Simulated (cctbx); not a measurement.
# Diagnosing a refinement

Cell a = 4.5470 Å, b = 4.5470 Å, c = 24.2980 Å, α = 90.00°, β = 90.00°, γ = 90.00°; space group I4/mmm (no. 139).

The data are simulated with cctbx, not measured: Mo Kα, λ = 0.71073 Å, to d = 0.7 Å, 95 % of the full sphere, strongest reflection 70000 counts, noise from counting, a 6 % proportional error and a noise floor of 8 counts (s.d.); no absorption, and some extinction, which the refinements don't model.

An anisotropic refinement with weights 1/σ² prints:

```text
Rint 0.043, 19 unique reflections to 2.02 A
cycle     R1     wR2    GooF  max shift (A)
   1  0.0146  0.0259   2.720   0.02647
   2  0.0015  0.0034   0.356   0.00001
final R1 0.0015 wR2 0.0034 GooF 0.356  parameters 17  data/parameter 1.1
atom        x        y        z      Ueq    occ   su(xyz)  su(Uiso or U11)
Eu1    0.50000  0.50000  0.00000   0.0077  1.000  0.00000  0.0026
Eu2    0.50000  0.50000  0.18428   0.0068  1.000  0.00007  0.0035  NPD
V1     0.50000  0.50000  0.39974   0.0178  1.000  0.00030  0.0049
S1     0.00000  0.00000  0.00000   0.0443  1.000  0.00000  0.0100
S2     0.50000  0.50000  0.30069   0.0239  1.000  0.00058  0.0048
S3     0.00000  0.50000  0.40132   0.0046  1.000  0.00018  0.0097  NPD
difference map: max 0.03 min -0.03 rms 0.01
Q1    0.0000  0.5000  0.2500    4    0.03  2.59 A from S2
Q2    0.0000  0.5000  0.0813    8    0.02  0.42 A from S3
Q3    0.0000  0.0000  0.3281    4    0.01  0.30 A from Eu2
Q4    0.2452  0.2452  0.4540   16    0.01  1.93 A from Eu1
Q5    0.0000  0.0000  0.5000    2    0.01  0.00 A from Eu1
Q6    0.0000  0.0000  0.1512    4    0.01  1.17 A from S2
```

Q: Accept it or mend it, and why?

Mend it. The fault: data cut at low resolution. Against the right model at the same level, R1 goes from 0.0100 to 0.0015 and GooF from 0.91 to 0.36, U of S1 swells from 0.0092 to 0.0443 Å², U of S2 swells from 0.0092 to 0.0239 Å² and Eu2 and S3 go non-positive-definite. The atoms are right, but there are too few data for the parameters: R1 flatters and the s.u.s grow. Data per parameter fall from 16.4 to 1.1.

The compound is Eu3V2S7. The right model at the same level gives:

```text
Rint 0.048, 278 unique reflections to 0.70 A
cycle     R1     wR2    GooF  max shift (A)
   1  0.0142  0.0377   1.673   0.00432
   2  0.0100  0.0206   0.913   0.00000
final R1 0.0100 wR2 0.0206 GooF 0.913  parameters 17  data/parameter 16.4
atom        x        y        z      Ueq    occ   su(xyz)  su(Uiso or U11)
Eu1    0.50000  0.50000  0.00000   0.0036  1.000  0.00000  0.0001
Eu2    0.50000  0.50000  0.18430   0.0054  1.000  0.00001  0.0001
V1     0.50000  0.50000  0.40010   0.0076  1.000  0.00002  0.0001
S1     0.00000  0.00000  0.00000   0.0092  1.000  0.00000  0.0003
S2     0.50000  0.50000  0.30190   0.0092  1.000  0.00003  0.0002
S3     0.00000  0.50000  0.40032   0.0067  1.000  0.00002  0.0002
difference map: max 0.64 min -0.61 rms 0.14
Q1    0.0000  0.0000  0.2357    4    0.64  0.91 A from S2
Q2    0.0000  0.0000  0.3475    4    0.60  0.77 A from Eu2
Q3    0.0000  0.5000  0.1409    8    0.46  1.00 A from S3
Q4    0.2309  0.2309  0.2742   16    0.41  1.79 A from Eu2
Q5    0.1048  0.1048  0.0674   16    0.37  1.04 A from V1
Q6    0.1198  0.2687  0.4367   32    0.37  1.48 A from S3
```

The model was made for the exercise: a known structure type with other elements put in, its volume estimated, not relaxed; displacement parameters are assumed.

[Middle refinement cycles are left out of these outputs.]

[Logs are printed without paths, hosts, clocks, repeated set-up lines and the standing remarks that a program may print on its own settings, such as how far it seeks lower states.]
